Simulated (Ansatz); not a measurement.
# Σ5 (310) boundary in fcc Ir: structure and resistance, part 2 of 3

Wanted: what the Σ5 (310) boundary in fcc Ir costs an interconnect.

Ansatz 0.2.0; Ansatz plane-wave DFT, PBEsol, PAW files; relaxation of a bicrystal slab with its lowest layers held; PAW set soft_1 (the session's first sound run).

So far. Step 2 (Relaxing the bicrystal): The largest force component on a free atom ends at 0.014 eV/Å, under the tolerance of 0.03, after 9 steps.

## (3) Transmission across the boundary

Bulk layers of each grain are laid under and over the relaxed boundary, and a lead is named in the middle of each, away from the free faces. The mesh across the current, 10×16, is finer than the density's, because channels open and close sharply across the zone. Energies from -0.1 to 0.1 eV in steps of 0.05 eV are too few for the program's thermal sum, so it prints no conductance; for a metal the transmission near the Fermi level serves, at a fraction of the cost.

This step: Ansatz plane-wave DFT, PBEsol, PAW files; ballistic transport by layer matching (Landauer), zero bias; boundary relaxed in a short slab, bulk layers laid on; PAW set soft_1 (Ansatz 0.2.0).

System of this step: Σ5 (310) boundary in fcc Ir. The cell holds 72 atoms: 72 Ir. Cell: a = 6.071 Å, b = 3.839 Å, c = 51.422 Å, α = 90.0°, β = 90.0°, γ = 90.0°. It derives from Ir. Regions: lower grain, 29 atoms (29 Ir); boundary, 20 atoms (20 Ir); upper grain, 23 atoms (23 Ir). Vacuum lies along c.

The input, input.yaml:

```yaml
crystal:
  lattice:
    - [6.0706244242, 0.0, 0.0]
    - [0.0, 3.8394, 0.0]
    - [0.0, 0.0, 51.4221025045]
  atoms:
    - { symbol: Ir, position: [11.7000000003, -19.5, 0.0777875623] }
    - { symbol: Ir, position: [11.4000000003, -19.0, 0.0895930391] }
    - { symbol: Ir, position: [11.1000000003, -18.5, 0.101398516] }
    - { symbol: Ir, position: [10.8000000003, -18.0, 0.1132039929] }
    - { symbol: Ir, position: [10.5000000003, -17.5, 0.1250094698] }
    - { symbol: Ir, position: [10.2000000003, -17.0, 0.1368149467] }
    - { symbol: Ir, position: [9.9000000003, -16.5, 0.1486204236] }
    - { symbol: Ir, position: [9.6000000002, -16.0, 0.1604259004] }
    - { symbol: Ir, position: [9.3000000002, -15.5, 0.1722313773] }
    - { symbol: Ir, position: [9.0000000002, -15.0, 0.1840368542] }
    - { symbol: Ir, position: [8.7000000002, -14.5, 0.1958423311] }
    - { symbol: Ir, position: [8.4000000002, -14.0, 0.207647808] }
    - { symbol: Ir, position: [8.1000000002, -13.5, 0.2194532849] }
    - { symbol: Ir, position: [7.8000000002, -13.0, 0.2312587617] }
    - { symbol: Ir, position: [7.5000000002, -12.5, 0.2430642386] }
    - { symbol: Ir, position: [7.2000000002, -12.0, 0.2548697155] }
    - { symbol: Ir, position: [6.9000000002, -11.5, 0.2666751924] }
    - { symbol: Ir, position: [6.6000000002, -11.0, 0.2784806693] }
    - { symbol: Ir, position: [6.3000000002, -10.5, 0.2902861462] }
    - { symbol: Ir, position: [6.0000000002, -10.0, 0.302091623] }
    - { symbol: Ir, position: [5.7000000002, -9.5, 0.3138970999] }
    - { symbol: Ir, position: [5.4000000002, -9.0, 0.3257025768] }
    - { symbol: Ir, position: [5.1000000001, -8.5, 0.3375080537] }
    - { symbol: Ir, position: [4.8000000001, -8.0, 0.3493135306] }
    - { symbol: Ir, position: [4.5000000001, -7.5, 0.3611190075] }
    - { symbol: Ir, position: [4.2000000001, -7.0, 0.3729244843] }
    - { symbol: Ir, position: [3.9000000001, -6.5, 0.3847299612] }
    - { symbol: Ir, position: [3.6000000001, -6.0, 0.3965354381] }
    - { symbol: Ir, position: [3.3000000001, -5.5, 0.408340915] }
    - { symbol: Ir, position: [1.0e-10, 0.0, 0.4201463919] }
    - { symbol: Ir, position: [0.6958291762, 0.5, 0.4307856666] }
    - { symbol: Ir, position: [0.4014894892, 0.0, 0.4430944135] }
    - { symbol: Ir, position: [0.0999668255, 0.5, 0.4549643847] }
    - { symbol: Ir, position: [0.8021949572, 0.0, 0.4658354299] }
    - { symbol: Ir, position: [0.5039426494, 0.5, 0.4786480112] }
    - { symbol: Ir, position: [0.2007907214, 0.0, 0.4904254716] }
    - { symbol: Ir, position: [0.9050747448, 0.5, 0.5021351057] }
    - { symbol: Ir, position: [0.6003553382, 0.0, 0.5119741296] }
    - { symbol: Ir, position: [0.3050307071, 0.5, 0.5259907143] }
    - { symbol: Ir, position: [-0.0147649443, 0.0, 0.5353545899] }
    - { symbol: Ir, position: [0.4762099984, 0.0, 0.5583147395] }
    - { symbol: Ir, position: [0.7960379426, 0.5, 0.5675262756] }
    - { symbol: Ir, position: [0.0911543132, 0.0, 0.582123792] }
    - { symbol: Ir, position: [0.394803317, 0.5, 0.5915221746] }
    - { symbol: Ir, position: [0.6910567039, 0.0, 0.6029897136] }
    - { symbol: Ir, position: [-0.0042671796, 0.5, 0.6153573798] }
    - { symbol: Ir, position: [0.2942686707, 0.0, 0.6278738279] }
    - { symbol: Ir, position: [0.5916978795, 0.5, 0.6385721129] }
    - { symbol: Ir, position: [-0.1084922949, 0.0, 0.6506864694] }
    - { symbol: Ir, position: [3.1915077051, -5.5, 0.6624919463] }
    - { symbol: Ir, position: [3.4915077051, -6.0, 0.6742974232] }
    - { symbol: Ir, position: [3.7915077051, -6.5, 0.6861029001] }
    - { symbol: Ir, position: [4.0915077051, -7.0, 0.697908377] }
    - { symbol: Ir, position: [4.3915077051, -7.5, 0.7097138538] }
    - { symbol: Ir, position: [4.6915077051, -8.0, 0.7215193307] }
    - { symbol: Ir, position: [4.9915077051, -8.5, 0.7333248076] }
    - { symbol: Ir, position: [5.2915077051, -9.0, 0.7451302845] }
    - { symbol: Ir, position: [5.5915077051, -9.5, 0.7569357614] }
    - { symbol: Ir, position: [5.8915077051, -10.0, 0.7687412383] }
    - { symbol: Ir, position: [6.1915077051, -10.5, 0.7805467151] }
    - { symbol: Ir, position: [6.4915077052, -11.0, 0.792352192] }
    - { symbol: Ir, position: [6.7915077052, -11.5, 0.8041576689] }
    - { symbol: Ir, position: [7.0915077052, -12.0, 0.8159631458] }
    - { symbol: Ir, position: [7.3915077052, -12.5, 0.8277686227] }
    - { symbol: Ir, position: [7.6915077052, -13.0, 0.8395740996] }
    - { symbol: Ir, position: [7.9915077052, -13.5, 0.8513795764] }
    - { symbol: Ir, position: [8.2915077052, -14.0, 0.8631850533] }
    - { symbol: Ir, position: [8.5915077052, -14.5, 0.8749905302] }
    - { symbol: Ir, position: [8.8915077052, -15.0, 0.8867960071] }
    - { symbol: Ir, position: [9.1915077052, -15.5, 0.898601484] }
    - { symbol: Ir, position: [9.4915077052, -16.0, 0.9104069609] }
    - { symbol: Ir, position: [9.7915077052, -16.5, 0.9222124377] }
kpoints:
  mp_grid: { grid: [4, 7, 1] }
hamiltonian:
  xc: pbesol
  pseudopotentials: { kind: paw, azcp: { folder: soft_1 }, xc_functional: pbe }
scf:
  occupations: { method: fermi_dirac, width: 0.1 }
output:
  transmission:
    leads: [[15, 16], [59, 60]]
    kmesh: [10, 16]
    e_range: [-0.1, 0.1]
    de: 0.05
  write_potential: true
  write_density: true
  volumetric_format: npy
  elf: true
```

Started as:

```
ansatz run input.yaml --threads 4 --pin off --max-ram 15360MiB --backend cpu --events-out ev --progress --plain --runs-dir out
```

Numbers of over 12 decimals in the logs are rounded to 6 here.

The log of the run:

```text
[...]
Crystal: 72 atoms, lattice volume = 1198.524 Å³
Basis set: ecut = 420 eV, 23419 PW (Γ)
Bands: 735, of which v1, the nominal top of the filled ones, is band 612 counted from 1 (611 counted from 0)
Symmetry: 2 space group operations
[...]
k-points: 12 of 28 (time reversal used)
[...]
SCF iter  11: F=-849619.431743 eV  HF=-849619.431743 eV  |F-HF|=4.94e-8  |Δ(HF+E_count)|=   2.31e-8  Δρ=2.02e-6  dr2=7.81e-8  ethr=8.17e-12  ⟨swp⟩=14.2  Hψ=34234  notcnv=0
SCF 1 converged in 11 iterations: F = -849619.431743 eV  dr2 = 7.81e-8
[...]
transmission: 405 of 4050 steps passed
transmission: 810 of 4050 steps passed
[...]
transmission: 4050 of 4050 steps passed
WARN: The output density's exchange-correlation potential varies sharply where the density is thin. Do not read a vacuum level from v_tot or v_xc, or from such a field of the output density. On a cell that repeats whose density bears no net charge and no dipole along the vacuum's axis use v_es (v_loc + v_h of the components); under efield.dipole_correction with no amplitude use v_es + v_field, which holds any externa [...]
SCF converged after 11 iterations
Free energy (F): -849619.431743 eV
[...]
Internal energy: -849617.006469 eV  (E = F + TS)
E sigma→0 (E₀):  -849618.219106 eV
Entropy (-TS):   -2.425275 eV (-33.684 meV/atom)
Fermi energy:    20.946328 eV
[...]
--- Band table (eV; the first three rows and the last of 12) ---
  k-point 0: bands = [... 608 lower, 20.7698, 20.7748, 20.8097, 20.8189, 20.8775, 20.8912, 20.8997, 20.9857, ... 119 higher]
  k-point 1: bands = [... 608 lower, 20.9780, 21.0159, 21.0417, 21.0557, 21.1101, 21.1422, 21.1772, 21.2064, ... 119 higher]
  k-point 2: bands = [... 608 lower, 21.0751, 21.1226, 21.1439, 21.1835, 21.2232, 21.2459, 21.2754, 21.2819, ... 119 higher]
  k-point 11: bands = [... 608 lower, 20.8024, 20.8257, 20.8429, 20.8613, 20.8721, 20.9146, 20.9297, 20.9855, ... 119 higher]
--- Transmission ---
  basis      : 205 plane waves across, 75 finite elements along
  points     : 54, standing for a mesh of 10 x 16
  energies   : 5 from -0.100000 to 0.100000 eV about the Fermi level, 0.050000 eV apart; the leads are filled to 0.000000 eV, and channels, transmission and decay are at 0.000000 eV
  crystal 0  : Ir4, at the sites [15, 16], period 2.4282 Å, over 18.21 Å; its Hamiltonian steps by up to 20.0 meV
    offset         : up to 0.0000 Å between an atom of the period and one for which it stands
    channels       : 6.125000e0 a spin
    conductance    : none, the energies end too early or step too widely for 300 K: set another output.transmission.e_range or a lower de, or, where they end at an eighth of basis.ecutwfc, a higher one
[...]
rivals         : [[58, 61]] repeat over its atoms by another step, and output.transmission.leads can name them
    channels       : 6.125000e0 a spin
[...]
junction   : crystal 0 to crystal 1, 12.80 to 38.01 Å
    transmission   : 2.394312e0 a spin
[...]
```

The job ended after 34 min (4 threads of Arm Neoverse V1, shared host; peak memory 11 GiB; 2.1 h of CPU time).

The column dr2 measures how far the density is from self-consistency, as an energy; F and HF (Harris–Foulkes) agree once it is small.

This step gave:

| Quantity | Value |
| --- | --- |
| free energy | -849619.4317 eV |
| energy at zero smearing | -849618.2191 eV |
| Fermi energy | 20.95 eV |
| cell area | 23.31 Å² |
| transmission per spin nearest the Fermi level | 2.394 |
| open channels per spin nearest the Fermi level | 6.125 |
| open channels per spin, upper lead | 6.125 |
| step of the lead's potential | 20 meV |
| step of the upper lead's potential | 22 meV |

Per spin. Transmission, zone mean against energy, zero at the Fermi level:

```csv
energy (eV),"transmission, zone mean"
-0.1000,2.34
-0.0500,2.37
0.0000,2.39
0.0500,2.38
0.1000,2.41
```

Per spin. The open channels, zone mean by energy, zero at the Fermi level:

```csv
energy (eV),lead,upper lead
-0.1000,6.04,6.04
-0.0500,6.14,6.16
0.0000,6.12,6.12
0.0500,6.19,6.21
0.1000,6.26,6.26
```

Transmission over k1 and k2. At 0.0000 eV from the Fermi level.

Ten even steps from '0' (1.03) to '9' (4.44):
```
2200020002
0233030332
0245424542
1113343311
4543464345
4465494564
5566767665
4696878696
5566767665
4465494564
4543464345
1113343311
0245424542
0233030332
2200020002
4201242102
```
Columns: k1 (b1) from -0.5 to 0.4; rows upwards: k2 (b2) from -0.5 to 0.438.

Open channels over k1 and k2. At 0.0000 eV from the Fermi level.

Values, 16 rows by 10 columns:
```
6.00 6.00 5.00 5.00 5.00 8.00 5.00 5.00 5.00 6.00
6.00 7.00 6.00 5.00 5.00 7.00 5.00 5.00 6.00 7.00
6.00 7.00 7.00 6.00 6.00 5.00 6.00 6.00 7.00 7.00
4.00 4.00 4.00 4.00 5.00 7.00 5.00 4.00 4.00 4.00
6.00 6.00 6.00 5.00 5.00 7.00 5.00 5.00 6.00 6.00
6.00 6.00 7.00 6.00 6.00 8.00 6.00 6.00 7.00 6.00
8.00 8.00 8.00 8.00 7.00 6.00 7.00 8.00 8.00 8.00
8.00 8.00 9.00 8.00 8.00 6.00 8.00 8.00 9.00 8.00
8.00 8.00 8.00 8.00 7.00 6.00 7.00 8.00 8.00 8.00
6.00 6.00 7.00 6.00 6.00 8.00 6.00 6.00 7.00 6.00
6.00 6.00 6.00 5.00 5.00 7.00 5.00 5.00 6.00 6.00
4.00 4.00 4.00 4.00 5.00 7.00 5.00 4.00 4.00 4.00
6.00 7.00 7.00 6.00 6.00 5.00 6.00 6.00 7.00 7.00
6.00 7.00 6.00 5.00 5.00 7.00 5.00 5.00 6.00 7.00
6.00 6.00 5.00 5.00 5.00 8.00 5.00 5.00 5.00 6.00
8.00 6.00 4.00 6.00 6.00 8.00 6.00 6.00 4.00 6.00
```
Columns: k1 (b1) from -0.5 to 0.4; rows upwards: k2 (b2) from -0.5 to 0.438.

Valence density in the ca plane at fractional y = 0.000, with atoms of Ir within 0.2 Å of it. It is the smooth field of the valence electrons, not physical close to the nuclei.

Ten even steps from '0' (0.0 e/Å³) to '9' (9.6 e/Å³), each cell a mean:
```
01100000014773000111000000268510000000000000
00000000016994100000000000389720000000000000
00001210014773000000121000267510000000000000
00025741001221000001466200022100000000000000
00048961000000000001698400000000000000000000
00037851000000110001587300000011100000000000
10013320000002553100233100000136410000000000
30000000000004896100000000000269830000000000
30000000100004885100000011000169730000000000
10000013431001442000000144200024310000000000
00000027972000000000001489510000000000000000
00000027973000000000001489510000000000000000
13310014541000001232000255200000000000000000
48841000110000002686200011000000000000000000
69951000000000003897200000000000000000000000
36630000001221001574100000022100000000000000
```
Columns run along c (16.0 Å, from fractional 0.69 to 1.00 of the cell), rows up along a (6.1 Å). Atoms in or near the plane, at fractional coordinates: Ir at (0.70, 0.09), Ir at (0.72, 0.69), Ir at (0.75, 0.29), Ir at (0.77, 0.89), Ir at (0.79, 0.49), Ir at (0.82, 0.09), Ir at (0.84, 0.69), Ir at (0.86, 0.29), Ir at (0.89, 0.89), Ir at (0.91, 0.49).

Electrostatic potential energy in the ca plane at fractional y = 0.000, with atoms of Ir within 0.2 Å of it. With pseudopotentials it is smooth inside the atoms' cores, unlike the true potential.

Ten even steps from '0' (-57 eV) to '9' (26 eV), each cell a mean:
```
76678999962003788656899998410158999999999999
99888899851002799988889998300048999999999999
99976578863014799998656788510258999999999999
99841136886457899997311488754689999999999999
99730015899888899985100279988889999999999999
89740026899998667886200379999876789999999999
68864358999985214788534689999731258999999999
38988888999972001589888899998510037999999999
48999987778973002699999877898510038999999999
68999973236885324799998532588742368999999999
89999841004898778899997200268987789999999999
88889840004899998878997200269999999999999999
53368863136899997434788522479999999999999999
20037987678999985101589866789999999999999999
10026999998889984000489999888899999999999999
31147999986447885212689999754589999999999999
```
Columns run along c (16.0 Å, from fractional 0.69 to 1.00 of the cell; values clipped at the 3rd and 97th percentile), rows up along a (6.1 Å). Atoms in or near the plane, at fractional coordinates: Ir at (0.70, 0.09), Ir at (0.72, 0.69), Ir at (0.75, 0.29), Ir at (0.77, 0.89), Ir at (0.79, 0.49), Ir at (0.82, 0.09), Ir at (0.84, 0.69), Ir at (0.86, 0.29), Ir at (0.89, 0.89), Ir at (0.91, 0.49).

ELF in the ca plane at fractional y = 0.000, with atoms of Ir within 0.2 Å of it. It is the smooth field of the valence electrons, not physical close to the nuclei.

Values, 9 rows by 16 columns, each cell a mean:
```
0.34 0.31 0.21 0.43 0.53 0.33 0.34 0.31 0.21 0.42 0.54 0.32 0.13 0.05 0.01 0.00
0.22 0.41 0.38 0.41 0.54 0.27 0.21 0.41 0.38 0.43 0.53 0.30 0.18 0.09 0.02 0.00
0.26 0.52 0.49 0.27 0.32 0.28 0.26 0.52 0.49 0.27 0.31 0.29 0.26 0.15 0.02 0.00
0.34 0.47 0.42 0.19 0.30 0.51 0.35 0.47 0.43 0.19 0.30 0.51 0.34 0.17 0.03 0.00
0.38 0.25 0.32 0.27 0.38 0.53 0.39 0.25 0.32 0.27 0.38 0.52 0.41 0.14 0.02 0.00
0.29 0.19 0.44 0.50 0.33 0.47 0.30 0.19 0.44 0.50 0.33 0.47 0.28 0.09 0.01 0.00
0.35 0.29 0.48 0.52 0.25 0.26 0.35 0.29 0.48 0.53 0.26 0.23 0.16 0.04 0.00 0.00
0.55 0.42 0.35 0.39 0.22 0.27 0.54 0.43 0.35 0.39 0.24 0.16 0.07 0.01 0.00 0.00
0.54 0.42 0.20 0.31 0.39 0.33 0.54 0.43 0.20 0.31 0.39 0.22 0.08 0.02 0.00 0.00
```
Columns run along c (16.0 Å, from fractional 0.69 to 1.00 of the cell), rows up along a (6.1 Å). Atoms in or near the plane, at fractional coordinates: Ir at (0.70, 0.09), Ir at (0.72, 0.69), Ir at (0.75, 0.29), Ir at (0.77, 0.89), Ir at (0.79, 0.49), Ir at (0.82, 0.09), Ir at (0.84, 0.69), Ir at (0.86, 0.29), Ir at (0.89, 0.89), Ir at (0.91, 0.49).

Over the solved energies the transmission per spin lies between 2.34 and 2.41, out of 6.15 channels of the lead on average (up to 6.26).

## (4) Specific resistance

This step: Ansatz plane-wave DFT, PBEsol, PAW files; ballistic transport by layer matching (Landauer), zero bias; specific resistance of the boundary; PAW set soft_1 (Ansatz 0.2.0).

This step gave:

| Item | Value |
| --- | --- |
| area resistance | 0.7742 fΩ m² |
| T over the leads' mean channel count | 0.3870 |

Averaged over the energies near the Fermi level, 38.7 % of the channels pass, which makes 0.774 fΩ m².

By hand, with T and the leads' channels N averaged over the energies near the Fermi level: RA = A (h/2e²)(1/T − ½[1/N₁ + 1/N₂]) = 23.31×10⁻²⁰ m² × 12 906 Ω × (1/2.382 − ½[1/6.15 + 1/6.16]) = 0.774 fΩ m².

(Continued in part 3 of 3.)

[Logs are printed without paths, hosts, clocks, repeated set-up lines and the standing remarks that a program may print on its own settings, such as how far it seeks lower states.]

[Hosts, paths, dates, database ids (printed as entryN), source tags and the programs' standing remarks are cut or masked in the printed files.]
